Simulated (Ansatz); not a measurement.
# Sr2C (model cell, started as antifluorite): relaxing the cell for a phonon run

Task: relax Sr2C (model cell, started as antifluorite) tightly.

Calculated with Ansatz 0.2.0; DFT PBEsol, scalar-relativistic, plane waves, PAW.

The structure was built from a prototype and need not be the compound's stable phase.

## 1. The starting structure

The structure is cubic, space group Fm-3m (No. 225). The conventional cell has a = 5.942 Å, b = 5.942 Å, c = 5.942 Å, α = 90.00°, β = 90.00°, γ = 90.00°. Nearest to C lie 8 Sr at 2.57 Å. Nearest to Sr lie 4 C at 2.57 Å. Farther neighbours are not listed.

## 2. A coarse first look

A quick single point on a coarse mesh tells whether the cell has a gap and how far it is from rest, which sets the k mesh and smearing that follow.

Contents of input.yaml:

```yaml
crystal:
  lattice:
    - [0.0, 2.97081, 2.97081]
    - [2.97081, 0.0, 2.97081]
    - [2.97081, 2.97081, 0.0]
  atoms:
    - { symbol: C, position: [0.0, 0.0, 0.0] }
    - { symbol: Sr, position: [0.25, 0.25, 0.25] }
    - { symbol: Sr, position: [0.75, 0.75, 0.75] }
kpoints:
  mp_grid: { grid: [6, 6, 6] }
hamiltonian:
  xc: pbesol
scf:
  occupations: { method: gaussian, width: 0.1 }
output:
  forces: true
  stress: true
  eigenvalues: true
```

Run with:

```console
> ansatz run input.yaml --threads 8 --pin off --max-ram 14336MiB --backend cpu --events-out ev --progress --plain --runs-dir out
```

Numbers of over 12 decimals in the logs are rounded to 6 here.

Output:

```text
Engine: ansatz 0.2.0, aarch64-unknown-linux-gnu
Pseudopotentials: kind: paw
Pseudopotential: C, paw, valence charge 4, recommended cutoff 420 eV (normal), C.paw.azcp
Pseudopotential: Sr, paw, valence charge 10, recommended cutoff 420 eV (normal), Sr.paw.azcp
Functional definition: PBEsol
  exchange = pbesol_x
  correlation = pbesol_c
Crystal: 3 atoms, lattice volume = 52.439 Å³
[...]
--- Band table (eV; the first three rows and the last of 16) ---
  k-point 0: bands = [... 8 lower, 3.7471, 9.9972, 9.9972, 9.9972, 13.3976, 13.3976, 13.5039, 19.3773]
  k-point 1: bands = [... 8 lower, 4.0747, 9.9986, 10.3107, 10.3107, 13.8588, 13.8588, 14.5655, 18.0532]
  k-point 2: bands = [... 8 lower, 4.6082, 10.6588, 11.0809, 11.0809, 15.0275, 15.0275, 15.1150, 18.0802]
  k-point 15: bands = [... 8 lower, 4.7534, 10.9625, 11.8485, 12.1388, 13.3416, 15.5054, 15.6424, 17.7106]
[key lines of the parts left out:]
SCF converged after 6 iterations
Free energy (F): -7228.215882 eV
Fermi energy:    12.524736 eV
P = ⅓ Tr σ = 24.7274 GPa (247.274 kbar)
```

The job ended after 1 s (8 threads of Arm Neoverse V1, shared host; peak memory 0.3 GiB; 2.3 s of CPU time).

This step gave:

```
pressure          : 24.73 GPa
volume per atom   : 17.48 Å³
gap on the k-mesh : 0 eV
```

The coarse mesh shows no gap and a pressure of 24.7 GPa.

## 3. Coarse relaxation

A rough relaxation comes first, because large forces or stress need no tight tolerances yet.

input.yaml, as its differences from that of step 2:

```diff
@@ -19 +19,6 @@
   eigenvalues: true
+relax:
+  adjacent_minimum: "off"
+  f_tol: 0.05
+  max_steps: 80
+  cell: { stress_tol: 0.5 }
```

Output:

```text
[...]
Crystal: 3 atoms, lattice volume = 52.439 Å³
Basis set: ecut = 420 eV, 965 PW (Γ), exchange–correlation on 60×60×60 points (8 copies of the dense FFT grid, shifted against one another)
Bands: 16, of which v1, the nominal top of the filled ones, is band 12 counted from 1 (11 counted from 0)
Symmetry: 48 space group operations
[...]
k-points: 16 of 216
[...]
--- Relaxed structure (5 steps of the walk, 5 accepted, 2 SCFs on fresh bases) ---
  F+E_penalty+E_count = -7229.38863778 eV   max|allowed force component| = 2.714e-16 eV/Å   (the final SCF, on the basis selected at the relaxed cell)
  cell:  # Å, volume = 72.3213 Å³
    - [0, 3.306831, 3.306831]
    - [3.306831, 0, 3.306831]
    - [3.306831, 3.306831, 0]
  atoms:
    - { symbol: C, position: [0, 0, 0] }
    - { symbol: Sr, position: [0.25, 0.25, 0.25] }
    - { symbol: Sr, position: [0.75, 0.75, 0.75] }
[key lines of the parts left out:]
SCF converged after 4 iterations
Free energy (F): -7229.388638 eV
Fermi energy:    8.658575 eV
P = ⅓ Tr σ = 0.0867 GPa (0.867 kbar)
```

The job ended after 2.1 s (8 threads; peak memory 0.35 GiB; 11 s of CPU time).

Relaxation path:

```csv
step,energy less that of the first step (eV),largest force component (eV/Å),pressure (GPa),volume (Å³)
1,0.0000,0.0000,24.73,52.44
2,-0.8322,0.0000,10.12,60.49
3,-1.1032,0.0000,2.76,67.66
4,-1.1327,0.0000,0.48,70.81
5*,-1.1679,0.0000,0.97,70.81
6,-1.1721,0.0000,0.08,72.32
7*,-1.1728,0.0000,0.09,72.32
```

Relaxation steps marked * repeat the geometry before them on a plane-wave basis chosen anew for their cell, so energy and pressure can jump there.

The run keeps the 48 symmetry operations that it works with, so distortions that break them were not tested.

```csv
"conventional cell, symmetrised",before,after,change
a (Å),5.942,6.614,+11.3 %
b (Å),5.942,6.614,+11.3 %
c (Å),5.942,6.614,+11.3 %
volume (Å³/atom),17.48,24.11,+37.9 %
```

Final coordinates:

```
C Sr
1.0
     0.00000    3.30683    3.30683
     3.30683    0.00000    3.30683
     3.30683    3.30683    0.00000
C Sr
1 2
Direct
  0.00000 0.00000 0.00000
  0.25000 0.25000 0.25000
  0.75000 0.75000 0.75000
```

This step gave:

```yaml
pressure: 0.08665 GPa
volume_per_atom: 24.11 Å³
```

In this step the volume went from 17.48 to 24.11 Å³/atom.

## 4. Bringing the structure to rest

Harmonic phonons are second derivatives at a point where the forces vanish, and they are wanted at zero stress, so atoms and cell are relaxed first.

Contents of input.yaml:

```yaml
crystal:
  lattice:
    - [0.0, 3.3068311897, 3.3068311897]
    - [3.3068311897, 0.0, 3.3068311897]
    - [3.3068311897, 3.3068311897, 0.0]
  atoms:
    - { symbol: C, position: [0.0, 0.0, 0.0] }
    - { symbol: Sr, position: [0.25, 0.25, 0.25] }
    - { symbol: Sr, position: [0.75, 0.75, 0.75] }
kpoints:
  mp_grid: { grid: [12, 12, 12] }
hamiltonian:
  xc: pbesol
scf:
  occupations: { method: gaussian, width: 0.1 }
output:
  forces: true
  stress: true
  eigenvalues: true
  write_density: true
  write_potential: true
  elf: true
  volumetric_format: npy
relax:
  adjacent_minimum: "off"
  f_tol: 0.005
  max_steps: 80
  cell: { stress_tol: 0.05 }
```

Output:

```text
[...]
Crystal: 3 atoms, lattice volume = 72.321 Å³
Basis set: ecut = 420 eV, 1411 PW (Γ), exchange–correlation on 64×64×64 points (8 copies of the dense FFT grid, shifted against one another)
Bands: 16, of which v1, the nominal top of the filled ones, is band 12 counted from 1 (11 counted from 0)
[... 1 set-up line as in the run before ...]
[...]
k-points: 72 of 1728
[...]
SCF iter   1: F=—  HF=-7229.386989 eV  |F-HF|=—  |Δ(HF+E_count)|=         —  Δρ=5.15e-3  dr2=2.88e-2  ethr=1.77e-3  ⟨swp⟩=9.0  Hψ=7687  notcnv=0
[...]
SCF iter   7: F=-7229.384553 eV  HF=-7229.384553 eV  |F-HF|=2.86e-9  |Δ(HF+E_count)|=   7.18e-8  Δρ=3.29e-6  dr2=6.64e-9  ethr=4.17e-10  ⟨swp⟩=11.8  Hψ=9787  notcnv=0
SCF 1 converged in 7 iterations: F = -7229.384553 eV  dr2 = 6.64e-9
[...]
relax step   1: F+E_penalty+E_count = -7229.38455278 eV  Δ(F+E_penalty+E_count) = +0.000e0 eV  max|allowed force component| = 2.776e-17 eV/Å  Δτ_max = 0.0000 Å  P = +0.050 GPa  Ω = 72.321 Å³  (7 SCF iters, dr2 threshold 1.00e-7 eV, accepted)
[...]
SCF iter   1: F=—  HF=-7229.384552 eV  |F-HF|=—  |Δ(HF+E_count)|=         —  Δρ=3.28e-6  dr2=6.21e-9  ethr=1.56e-7  ⟨swp⟩=4.4  Hψ=11698  notcnv=0
eigensolver tolerance schedule: the retry pair's looser diagonalisation over-reported the residual by 6010.08 of it (diagonalisation noise at 0.43 of the residual, at the tolerance the schedule requests for it); recorded, not acted on — ethr = c·dr2/N_el stays at c = 1.0e-1
[...]
SCF iter   2: F=—  HF=-7229.384553 eV  |F-HF|=—  |Δ(HF+E_count)|=   4.03e-7  Δρ=2.11e-6  dr2=3.04e-9  ethr=2.59e-11  ⟨swp⟩=3.4  Hψ=2697  notcnv=0
[...]
SCF iter   5: F=-7229.384553 eV  HF=-7229.384553 eV  |F-HF|=1.82e-12  |Δ(HF+E_count)|=  2.46e-11  Δρ=1.43e-7  dr2=1.56e-11  ethr=1.00e-12  ⟨swp⟩=5.6  Hψ=6261  notcnv=0
SCF 2 converged in 5 iterations: F = -7229.384553 eV  dr2 = 1.56e-11
relax step   2: F+E_penalty+E_count = -7229.38455278 eV  Δ(F+E_penalty+E_count) = -1.166e-9 eV  max|allowed force component| = 6.785e-17 eV/Å  Δτ_max = 0.0000 Å  P = +0.050 GPa  Ω = 72.321 Å³  stress off target by 4.97e-2 GPa  SCF on the basis re-selected at this cell (its energy is not comparable with the rows above)  (5 SCF iters)
[...]
SCF converged after 5 iterations
Free energy (F): -7229.384553 eV
[...]
Internal energy: -7229.377552 eV  (E = F + TS)
E sigma→0 (E₀):  -7229.381053 eV
Entropy (-TS):   -0.007001 eV (-2.334 meV/atom)
Fermi energy:    8.646623 eV
[...]
--- Stress (GPa, compression-positive) ---
        0.049681       0.000000      -0.000000
       -0.000000       0.049681      -0.000000
       -0.000000       0.000000       0.049681
  P = ⅓ Tr σ = 0.0497 GPa (0.497 kbar)
--- Band table (eV; the first three rows and the last of 72) ---
  k-point 0: bands = [... 8 lower, 0.3569, 7.1267, 7.1267, 7.1267, 8.6503, 9.8800, 9.8800, 13.9669]
  k-point 1: bands = [... 8 lower, 0.4011, 6.9759, 7.1760, 7.1760, 8.9898, 9.9448, 9.9448, 13.6329]
  k-point 2: bands = [... 8 lower, 0.5190, 6.7695, 7.3171, 7.3171, 9.7306, 10.1354, 10.1354, 12.9661]
  k-point 71: bands = [... 8 lower, 1.0434, 7.5470, 7.5470, 8.5055, 8.7995, 11.3752, 11.3752, 12.6379]
--- Relaxed structure (1 steps of the walk, 1 accepted, 1 SCFs on fresh bases) ---
[...]
cell:  # Å, volume = 72.3213 Å³
    - [0.0, 3.3068311897, 3.3068311897]
    - [3.3068311897, 0.0, 3.3068311897]
    - [3.3068311897, 3.3068311897, 0.0]
  atoms:
    - { symbol: C, position: [0.0, 0.0, 0.0] }
    - { symbol: Sr, position: [0.250000, 0.250000, 0.250000] }
    - { symbol: Sr, position: [0.750000, 0.750000, 0.750000] }
```

Wall time 2.3 s (8 threads); peak memory 0.44 GiB; 15 s of CPU time.

Little changed from the start: no atom moved by 0.005 Å and no cell edge by 0.1 %.

This step gave:

```
pressure : 0.04968 GPa
```

ELF in the ac plane of a cell with a along [110], b along [-110] and c along [001] of the cube at fractional y = 0.000, with atoms of C and Sr within 0.2 Å of it. It is the smooth field of the valence electrons, not physical close to the nuclei.

Values, 10 rows by 16 columns, each cell a mean:
```
0.62 0.74 0.30 0.21 0.26 0.23 0.65 0.68 0.62 0.74 0.30 0.21 0.26 0.23 0.65 0.68
0.74 0.41 0.37 0.75 0.73 0.52 0.30 0.69 0.74 0.41 0.37 0.75 0.73 0.52 0.30 0.69
0.45 0.16 0.62 0.57 0.40 0.76 0.19 0.37 0.45 0.16 0.62 0.57 0.40 0.76 0.19 0.37
0.21 0.09 0.38 0.74 0.77 0.53 0.10 0.18 0.21 0.09 0.38 0.74 0.77 0.53 0.10 0.18
0.21 0.13 0.07 0.11 0.12 0.07 0.10 0.19 0.21 0.13 0.07 0.11 0.12 0.07 0.10 0.19
0.20 0.11 0.09 0.23 0.27 0.13 0.09 0.18 0.20 0.11 0.09 0.23 0.27 0.13 0.09 0.18
0.25 0.10 0.49 0.80 0.75 0.66 0.13 0.20 0.25 0.10 0.49 0.80 0.75 0.66 0.13 0.20
0.53 0.21 0.60 0.56 0.40 0.74 0.19 0.45 0.53 0.21 0.60 0.56 0.40 0.74 0.19 0.45
0.77 0.51 0.31 0.69 0.74 0.40 0.37 0.75 0.77 0.51 0.31 0.69 0.74 0.40 0.37 0.75
0.47 0.76 0.38 0.13 0.12 0.24 0.72 0.61 0.47 0.76 0.38 0.13 0.12 0.24 0.72 0.61
```
Columns run along a (9.4 Å), rows up along c (6.6 Å), edges of the conventional cell, whose origin can differ from the input's. Atoms in or near the plane, at fractional coordinates: C at (0.00, 0.00), C at (0.50, 0.00), Sr at (0.25, 0.25), Sr at (0.75, 0.25), Sr at (0.25, 0.75), Sr at (0.75, 0.75).

Electrostatic potential energy in the ac plane of a cell with a along [110], b along [-110] and c along [001] of the cube at fractional y = 0.000, with atoms of C and Sr within 0.2 Å of it. With pseudopotentials it is smooth inside the atoms' cores, unlike the true potential.

Ten even steps from '0' (-127 eV) to '9' (12 eV), each cell a mean:
```
57999999999855799999999985
89999988999988999998899998
99998756899999999875689999
99997301689999999730168999
99997100589999999710058999
99998523799999999852379999
99999877899999999987789999
99999999999999999999999999
99999999999999999999999999
99999999999999999999999999
99999988999999999998899999
99998756899999999875689999
99997301689999999730168999
99997100589999999710058999
99998523799999999852379999
99999877899999999987789999
78999999999977899999999997
36999999999853699999999985
```
Columns run along a (9.4 Å; values clipped at the 3rd and 97th percentile), rows up along c (6.6 Å), edges of the conventional cell, whose origin can differ from the input's. Atoms in or near the plane, at fractional coordinates: C at (0.00, 0.00), C at (0.50, 0.00), Sr at (0.25, 0.25), Sr at (0.75, 0.25), Sr at (0.25, 0.75), Sr at (0.75, 0.75).

Valence density in the ac plane of a cell with a along [110], b along [-110] and c along [001] of the cube at fractional y = 0.000, with atoms of C and Sr within 0.2 Å of it. It is the smooth field of the valence electrons, not physical close to the nuclei.

Ten even steps from '0' (0.0 e/Å³) to '9' (2.6 e/Å³), each cell a mean:
```
54200000001355420000000135
32100121000133210012100013
11002576310011100257631001
00014989620000001498962000
00015968820000001596882000
00003899510000000389951000
00001344200000000134420000
00000000000000000000000000
00000000000000000000000000
00000000000000000000000000
00000121000000000012100000
00002576300000000257630000
00004999720000000499972000
00015968720000001596872000
00003799510000000379951000
21001344200112100134420011
43100000001244310000000124
64200000001356420000000135
```
Columns run along a (9.4 Å), rows up along c (6.6 Å), edges of the conventional cell, whose origin can differ from the input's. Atoms in or near the plane, at fractional coordinates: C at (0.00, 0.00), C at (0.50, 0.00), Sr at (0.25, 0.25), Sr at (0.75, 0.25), Sr at (0.25, 0.75), Sr at (0.75, 0.75).

In this step the volume went from 24.11 to 24.11 Å³/atom.

## 5. Relaxing to small forces for the phonons

Phonons need a cell at rest on their own settings, so the relaxation is repeated with tight tolerances on forces and stress, using the mesh and the filling of the phonon run that follows.

input.yaml, the sections that differ from step 4:

```yaml
scf:
  occupations: { method: methfessel_paxton, width: 0.2 }
output:
  forces: true
  stress: true
  eigenvalues: true
relax:
  adjacent_minimum: "off"
  f_tol: 0.001
  max_steps: 60
  cell: { stress_tol: 0.01 }
# crystal, kpoints, hamiltonian: as in step 4
```

Output:

```text
[...]
Crystal: 3 atoms, lattice volume = 72.321 Å³
Basis set: ecut = 420 eV, 1411 PW (Γ), exchange–correlation on 64×64×64 points (8 copies of the dense FFT grid, shifted against one another)
Bands: 16, of which v1, the nominal top of the filled ones, is band 12 counted from 1 (11 counted from 0)
[... 1 set-up line as in the run before ...]
[...]
k-points: 72 of 1728
[...]
k-point 71: bands = [... 8 lower, 1.0303, 7.5313, 7.5313, 8.4921, 8.7803, 11.3557, 11.3557, 12.6163]
--- Relaxed structure (3 steps of the walk, 3 accepted, 1 SCFs on fresh bases) ---
[...]
cell:  # Å, volume = 72.4424 Å³
    - [0, 3.308676, 3.308676]
    - [3.308676, 0, 3.308676]
    - [3.308676, 3.308676, 0]
  atoms:
    - { symbol: C, position: [0, 0, 0] }
    - { symbol: Sr, position: [0.250000, 0.250000, 0.250000] }
    - { symbol: Sr, position: [0.750000, 0.750000, 0.750000] }
[key lines of the parts left out:]
SCF converged after 6 iterations
Free energy (F): -7229.379107 eV
Fermi energy:    8.628725 eV
P = ⅓ Tr σ = 0.0009 GPa (0.009 kbar)
```

Wall time 3.6 s (8 threads); peak memory 0.44 GiB.

Little changed from the start: no atom moved by 0.005 Å and no cell edge by 0.1 %.

Numbers from this step:

```
pressure        : 8.75e-4 GPa
volume per atom : 24.15 Å³
```

The forces vanish by symmetry and the pressure is 0.001 GPa, within the tolerances set. The cell now holds 24.15 Å³/atom.

## 6. Results

| Property | Result |
| --- | --- |
| space group after relaxation (within 0.01 Å) | Fm-3m |
| lattice constant a | 6.617 Å |
| lattice constant b | 6.617 Å |
| lattice constant c | 6.617 Å |
| volume per atom | 24.1 Å³ |

What this shows: The forces vanish by symmetry and the pressure is 0.001 GPa, within the tolerances set. The cell now holds 24.15 Å³/atom. The relaxation keeps the symmetry of its start, so it says nothing on stability against lower symmetry. The starting cell was built on a prototype and not taken from a measurement, so the phase need not exist.

[Logs are printed without paths, hosts, clocks, repeated set-up lines and the standing remarks that a program may print on its own settings, such as how far it seeks lower states.]

[Hosts, paths, dates, database ids (printed as entryN), source tags and the programs' standing remarks are cut or masked in the printed files.]
